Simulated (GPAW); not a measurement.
**In: optical spectrum from first principles**

Aim: the dielectric function of In, and the optical constants that follow from it.

Program: GPAW 26.7.0. Level of theory: DFT, PBE, plane-wave PAW (GPAW data sets), scalar-relativistic, RPA, optical limit. Results are calculated unless marked as measured.

## 1. Set-up

Symmetry: I4/mmm, No. 139, tetragonal system. Conventional cell: a = 3.251 Å, b = 3.251 Å, c = 4.947 Å, α = 90.00°, β = 90.00°, γ = 90.00°. In has 12 In at 3.25 to 3.38 Å nearest.

Structure file:

```
In
1.0
    -1.62547    1.62547    2.47370
     1.62547   -1.62547    2.47370
     1.62547    1.62547   -2.47370
In
1
Direct
  0.00000 0.00000 0.00000
```

## 2. Bands for the response

The response needs many more empty bands than the density does.

This step: DFT, PBE, plane-wave PAW (GPAW data sets), scalar-relativistic, bands at fixed density (GPAW 26.7.0).

The input, nscf.py:

```python
from ase.dft.bandgap import bandgap
from gpaw import GPAW, FermiDirac

calc = GPAW('gs.gpw').fixed_density(kpts={'size': (19, 19, 19), 'gamma': True}, nbands=35, convergence={'bands': 29},
                                    occupations=FermiDirac(0.05), txt='nscf.txt')
print('gap (eV)', bandgap(calc, output=None)[0])
print('direct gap (eV)', bandgap(calc, direct=True, output=None)[0])
print('top band over the Fermi level (eV)', min(calc.get_eigenvalues(kpt=k)[28] for k in range(len(calc.get_ibz_k_points()))) - calc.get_fermi_level())
calc.write('full.gpw', mode='all')
```

The run is started by

```bash
> OMP_NUM_THREADS=1 python nscf.py
```

Numbers of over 12 decimals in the logs are rounded to 6 here.

The log of the run:

```text
Diagonalizing LCAO Hamiltonian
Converting LCAO to pw mode
convergence criteria:
- Maximum integral of absolute [eigenst]ate change: 4e-08 eV^2 / valence electron
maximum number of iterations: 150

SCF iterations
|iter     |      energy | eigst |  dens |
|iter:   1||             | +3.63 |       |
|iter:   2||             | +2.08 |       |
|iter:   3||             | +0.16 |       |
|iter:   4||             | -1.04 |       |
|iter:   5||             | -2.53 |       |
|iter:   6||             | -3.54 |       |
|iter:   7||             | -4.81 |       |
|iter:   8||             | -5.68 |       |
|iter:   9||             | -6.36 |       |
|iter:  10||             | -6.98 |       |
|iter:  11||             | -7.52c|       |
SCF steps: 11
  __  _  _
 | _ |_)|_||  |
 |__||  | ||/\| - 26.7.0

Versions:
  Python: 3.12.14
  ASE:    3.29.0
  Numpy:  2.5.5
  Scipy:  1.18.1
  Libxc:  7.0.0

Input parameters:
  mode=PW(ecut=500.0),
  convergence={'bands': 29},
  gpts=array([18, 18, 18]),
  kpts=MonkhorstPack(size=(19, 19, 19), gamma=True),
  maxiter=150,
  nbands=35,
  occupations=Occupations(name='fermi-dirac', width=0.05, fixmagmom=False),
  parallel={},
  xc=XC(name='PBE')

--- standard output ---
gap (eV) 0.0
direct gap (eV) 0.0
top band over the Fermi level (eV) 41.153040
```

It took 5 min on 1 thread of Arm Neoverse V1, shared host; peak memory 0.4 GiB.

## 3. Dielectric function, RPA

Local fields let the induced charge screen the field inside the cell, which as a rule lowers ε, most along directions where the density is uneven.

This step: DFT, PBE, plane-wave PAW (GPAW data sets), scalar-relativistic, RPA, optical limit (GPAW 26.7.0).

The input, df.py:

```python
from gpaw.response.df import DielectricFunction

df = DielectricFunction('full.gpw', frequencies={'type': 'nonlinear', 'domega0': 0.03, 'omega2': 8},
                        ecut=50,
                        eta=0.15,
                        nbands=29,
                        rate=0.05,
                        txt='df.txt')
for direction in ['x', 'z']:
    df.get_dielectric_function(xc='RPA', direction=direction, filename=f'df_{direction}.csv')
```

The run is started by

```bash
> OMP_NUM_THREADS=1 python df.py
```

The log of the run:

```text
Using integrator: PointIntegrator
NonLinearFrequencyDescriptor(from 0.000 to 64.819 eV, 497 points)
Nonperiodic BCs:  [False False False]
Using integrator: PointIntegrator
NonLinearFrequencyDescriptor(from 0.000 to 64.819 eV, 497 points)
Nonperiodic BCs:  [False False False]
Using integrator: PointIntegrator

Calculating chi0 body with:
    Ground state adapter containing:
    Number of spins: 1
    Number of kpoints: 6859
    Number of irreducible kpoints: 550
    Number of completely occupied states: 6
    Number of partially occupied states: 8

    Linear response parametrization:
    q_c: [0.0, 0.0, 0.0]
    Number of frequency points: 497
    Planewave cutoff: 50.0
    Number of bands: 29
    Number of planewaves: 15
    Broadening (eta): 0.15

Integrating chi0 body.

Symmetries of q_c:
    Direct symmetries (Uq -> q): 16
    Indirect symmetries (TUq -> q): 0
In total 16 allowed symmetries.

550 groups of equivalent kpoints. 91.981338% reduction.

Integral kind: spectral function

Calculating chi0 optical extensions with:
    Ground state adapter containing:
    Number of spins: 1
    Number of kpoints: 6859
    Number of irreducible kpoints: 550
    Number of completely occupied states: 6
    Number of partially occupied states: 8

    Linear response parametrization:
    Number of frequency points: 497
    Planewave cutoff: 50.0
    Number of bands: 29
    Number of planewaves: 15
    Broadening (eta): 0.15
Integrating chi0 head and wings.

Symmetries of q_c:
    Direct symmetries (Uq -> q): 16
    Indirect symmetries (TUq -> q): 0
In total 16 allowed symmetries.

550 groups of equivalent kpoints. 91.981338% reduction.

Integral kind: spectral function wings

Calculating drude chi0 with:
    Number of frequency points:497
    Plasma frequency decay rate: 0.05 eV

    Ground state adapter containing:
    Number of spins: 1
    Number of kpoints: 6859
    Number of irreducible kpoints: 550
    Number of completely occupied states: 6
    Number of partially occupied states: 8

Symmetries of q_c:
    Direct symmetries (Uq -> q): 16
    Indirect symmetries (TUq -> q): 0
In total 16 allowed symmetries.

550 groups of equivalent kpoints. 91.981338% reduction.

Integral kind: intraband
Plasma frequency:
[[10.7 -0.j  0.  -0.j  0.  +0.j]
 [ 0.  -0.j 10.7 -0.j  0.  -0.j]
 [ 0.  +0.j  0.  -0.j  9.67+0.j]]
```

Run time: 44 s. Hardware: 1 thread; peak memory 0.22 GiB.

Some rows of df_x.csv (energy; Re and Im without local fields; Re and Im with them):

```text
0.000000, 45880.705057, -0.000000, 45879.796610, -0.000000
0.460735, -501.272238, 197.941405, -501.805459, 197.878411
0.943989, -125.759125, 47.639757, -126.755438, 47.094800
1.451455, -53.986231, 36.310902, -54.191724, 35.005355
1.984998, -38.650121, 14.002646, -38.705872, 13.373496
2.546682, -26.030369, 8.680552, -25.760288, 8.360835
3.138794, -17.406458, 4.135160, -17.300727, 3.958912
3.763875, -12.145536, 2.652811, -11.995161, 2.556119
4.424758, -8.396047, 1.551319, -8.314678, 1.457788
5.124608, -6.054850, 0.951989, -5.998643, 0.897482
5.866977, -4.381934, 0.646105, -4.331601, 0.609779
6.655862, -3.110393, 0.424491, -3.077062, 0.392206
7.495775, -2.191035, 0.283618, -2.170979, 0.260121
8.391833, -1.459828, 0.197667, -1.452805, 0.169703
9.349861, -0.927505, 0.135875, -0.927164, 0.114480
10.376517, -0.485564, 0.099119, -0.494146, 0.079881
11.479449, -0.130099, 0.073934, -0.143289, 0.057764
12.667487, 0.189972, 0.070164, 0.164270, 0.053220
13.950874, 0.572242, 0.097922, 0.515309, 0.074272
```

Sum at mesh points, not converged in k. The Im ε by photon energy; read off at these points:

```tsv
photon energy (eV)	E ∥ x	E ∥ z
0.50	165	131
0.75	64.6	52.4
1.00	42.1	30.8
1.25	31.3	27.8
1.50	34.9	29.2
1.75	23.0	19.1
2.00	13.3	11.8
2.25	12.2	10.9
2.50	8.87	8.18
2.75	6.57	6.82
3.00	4.80	4.37
3.25	3.58	3.26
3.50	3.18	2.64
3.75	2.60	2.55
4.00	1.99	2.03
4.25	1.58	1.58
4.50	1.40	1.30
4.75	1.20	1.15
5.00	0.995	0.962
5.25	0.818	0.861
5.50	0.735	0.728
5.75	0.673	0.644
6.00	0.529	0.489
6.25	0.472	0.442
6.50	0.426	0.436
6.75	0.370	0.367
7.00	0.305	0.298
7.25	0.291	0.281
7.50	0.259	0.233
7.75	0.220	0.202
8.00	0.193	0.191
8.25	0.179	0.164
8.50	0.167	0.150
8.75	0.152	0.141
9.00	0.140	0.114
9.25	0.124	0.102
9.50	0.110	0.106
9.75	0.105	0.0911
10.00	0.0918	0.0793
10.25	0.0851	0.0748
10.50	0.0815	0.0687
10.75	0.0720	0.0679
11.00	0.0621	0.0593
11.25	0.0613	0.0522
11.50	0.0574	0.0510
11.75	0.0531	0.0489
12.00	0.0533	0.0507
12.25	0.0498	0.0512
12.50	0.0530	0.0571
12.75	0.0545	0.0534
13.00	0.0498	0.0483
13.25	0.0442	0.0446
13.50	0.0460	0.0451
13.75	0.0545	0.0532
```

Values under 1 per cm are given as 1; sum at mesh points, not converged in k. Absorption coefficient against photon energy:

```tsv
photon energy (eV)	E ∥ x (1/cm)	E ∥ z (1/cm)
0.492	1.1e6	9.3e5
1.010	1.1e6	9.6e5
1.486	1.2e6	1.1e6
1.985	1.3e6	1.1e6
2.508	1.3e6	1.2e6
3.018	1.3e6	1.2e6
3.510	1.3e6	1.2e6
3.980	1.3e6	1.2e6
4.516	1.3e6	1.2e6
4.981	1.3e6	1.1e6
5.515	1.2e6	1.1e6
6.021	1.2e6	1.1e6
6.494	1.2e6	1.1e6
6.985	1.2e6	1.0e6
7.496	1.1e6	9.7e5
8.026	1.1e6	9.1e5
8.516	1.0e6	8.5e5
9.023	9.5e5	7.8e5
9.483	8.9e5	6.9e5
10.026	8.1e5	5.8e5
10.519	7.1e5	4.4e5
11.029	5.9e5	2.4e5
11.479	4.5e5	94187
12.023	1.9e5	65316
12.504	92816	63781
13.000	67080	49246
13.512	51724	42343
```

Sum at mesh points, not converged in k. The reflectivity at normal incidence by photon energy; read off at these points:

```tsv
photon energy (eV)	E ∥ x (%)	E ∥ z (%)
0.5	96.7	96.0
1.0	93.9	93.2
1.5	87.0	85.7
2.0	90.2	87.6
2.5	88.9	86.0
3.0	90.0	88.3
3.5	89.2	87.8
4.0	90.1	86.7
4.5	89.7	87.5
5.0	89.9	87.0
5.5	89.7	86.8
6.0	90.3	88.1
6.5	89.6	85.8
7.0	90.3	87.3
7.5	89.5	87.1
8.0	89.9	86.1
8.5	88.8	85.8
9.0	88.1	85.8
9.5	88.0	82.2
10.0	87.0	81.4
10.5	84.7	75.4
11.0	83.6	60.5
11.5	76.7	26.4
12.0	52.7	13.2
12.5	22.3	7.73
13.0	11.9	4.67
13.5	5.98	2.46
```

The loss function −Im 1/ε at q → 0 has structure finer than the step of the table below, so its rows give means over 0.25 eV, whole bins alone (the curve runs from 0.305 to 14.0 eV). Peaks (eV: height): E ∥ x 12.023: 18.6; E ∥ z 11.103: 18.0.

Sum at mesh points, not converged in k. Loss function −Im 1/ε at q → 0 against energy loss; means over each step:

```tsv
energy loss (eV)	E ∥ x	E ∥ z
0.75	0.00155	0.00179
1.00	0.00291	0.00375
1.25	0.00548	0.00784
1.50	0.00823	0.0103
1.75	0.00742	0.00973
2.00	0.00842	0.0121
2.25	0.0107	0.0146
2.50	0.0113	0.0163
2.75	0.0120	0.0177
3.00	0.0124	0.0163
3.25	0.0136	0.0179
3.50	0.0162	0.0211
3.75	0.0171	0.0259
4.00	0.0174	0.0268
4.25	0.0186	0.0276
4.50	0.0212	0.0299
4.75	0.0228	0.0334
5.00	0.0240	0.0367
5.25	0.0253	0.0408
5.50	0.0288	0.0436
5.75	0.0319	0.0472
6.00	0.0316	0.0464
6.25	0.0348	0.0538
6.50	0.0389	0.0649
6.75	0.0415	0.0676
7.00	0.0431	0.0704
7.25	0.0506	0.0823
7.50	0.0546	0.0867
7.75	0.0575	0.0978
8.00	0.0636	0.117
8.25	0.0733	0.130
8.50	0.0861	0.157
8.75	0.0978	0.190
9.00	0.114	0.211
9.25	0.128	0.273
9.50	0.149	0.389
9.75	0.185	0.490
10.00	0.223	0.705
10.25	0.282	1.11
10.50	0.390	2.21
10.75	0.507	4.96
11.00	0.743	12.8
11.25	1.34	13.0
11.50	2.73	4.50
11.75	7.98	1.84
12.00	16.6	1.03
12.25	8.47	0.685
12.50	3.02	0.536
12.75	1.54	0.389
13.00	0.871	0.277
13.25	0.496	0.201
13.50	0.338	0.159
13.75	0.275	0.147
```

Sum at mesh points, not converged in k. The Im ε, E ∥ x by photon energy; read off at these points:

```tsv
photon energy (eV)	without local fields	with local fields
0.5	165	165
1.0	42.7	42.1
1.5	36.1	34.9
2.0	13.9	13.3
2.5	9.22	8.87
3.0	4.97	4.80
3.5	3.37	3.18
4.0	2.08	1.99
4.5	1.50	1.40
5.0	1.05	0.995
5.5	0.798	0.735
6.0	0.564	0.529
6.5	0.469	0.426
7.0	0.337	0.305
7.5	0.283	0.259
8.0	0.220	0.193
8.5	0.195	0.167
9.0	0.165	0.140
9.5	0.132	0.110
10.0	0.112	0.0918
10.5	0.103	0.0815
11.0	0.0791	0.0621
11.5	0.0734	0.0574
12.0	0.0720	0.0533
12.5	0.0688	0.0530
13.0	0.0648	0.0498
13.5	0.0654	0.0460
```

Optical constants at common wavelengths, from n + ik = √ε:

```tsv
wavelength (nm)	n x	k x	R (%) x	1/α x	n z	k z	R (%) z	1/α z
800	2.19	7.669	87.3	8.3 nm	1.97	6.923	86.1	9.2 nm
633	1.07	6.430	90.6	7.8 nm	1.05	5.667	88.4	8.9 nm
405	0.51	4.311	90.2	7.5 nm	0.50	3.920	88.6	8.2 nm
365	0.44	3.822	89.5	7.6 nm	0.41	3.457	88.3	8.4 nm
308	0.30	3.234	90.1	7.6 nm	0.34	2.909	86.7	8.4 nm
248	0.20	2.528	89.9	7.8 nm	0.21	2.255	87.0	8.8 nm
193	0.12	1.840	89.9	8.3 nm	0.13	1.621	86.3	9.5 nm
```

In reflection the computed colour is near white: x = 0.313, y = 0.328, luminous reflectivity 88 %.

## 4. Outcome

**Reading.** At this level (PBE, RPA) In is a metal. The mesh is too coarse to trust the carriers' weight, the reflectivity or the colour to better than tens of per cent. In reflection the computed colour is near white: x = 0.313, y = 0.328, luminous reflectivity 88 %. The carriers' damping of 0.05 eV is typed, not computed; it shapes the response at the lowest energies. Spin-orbit coupling is left out although heavy atoms are present. GPAW's carrier term has the form −ωp²/(ω + i·rate)², which damps like twice the rate and fails at low energy, so the curves leave the lowest energies out. The sum runs over mesh points 0.14 Å⁻¹ apart with no interpolation, so peaks are partly noise of the mesh, and the Drude plasma energy, a sum over the Fermi surface, isn't converged.

[Machine, clock and banner lines and Python warnings are left out of the logs.]

[Logs are printed without paths, hosts, clocks, repeated set-up lines and the standing remarks that a program may print on its own settings, such as how far it seeks lower states.]

[Hosts, paths, dates, database ids (printed as entryN), source tags and the programs' standing remarks are cut or masked in the printed files.]
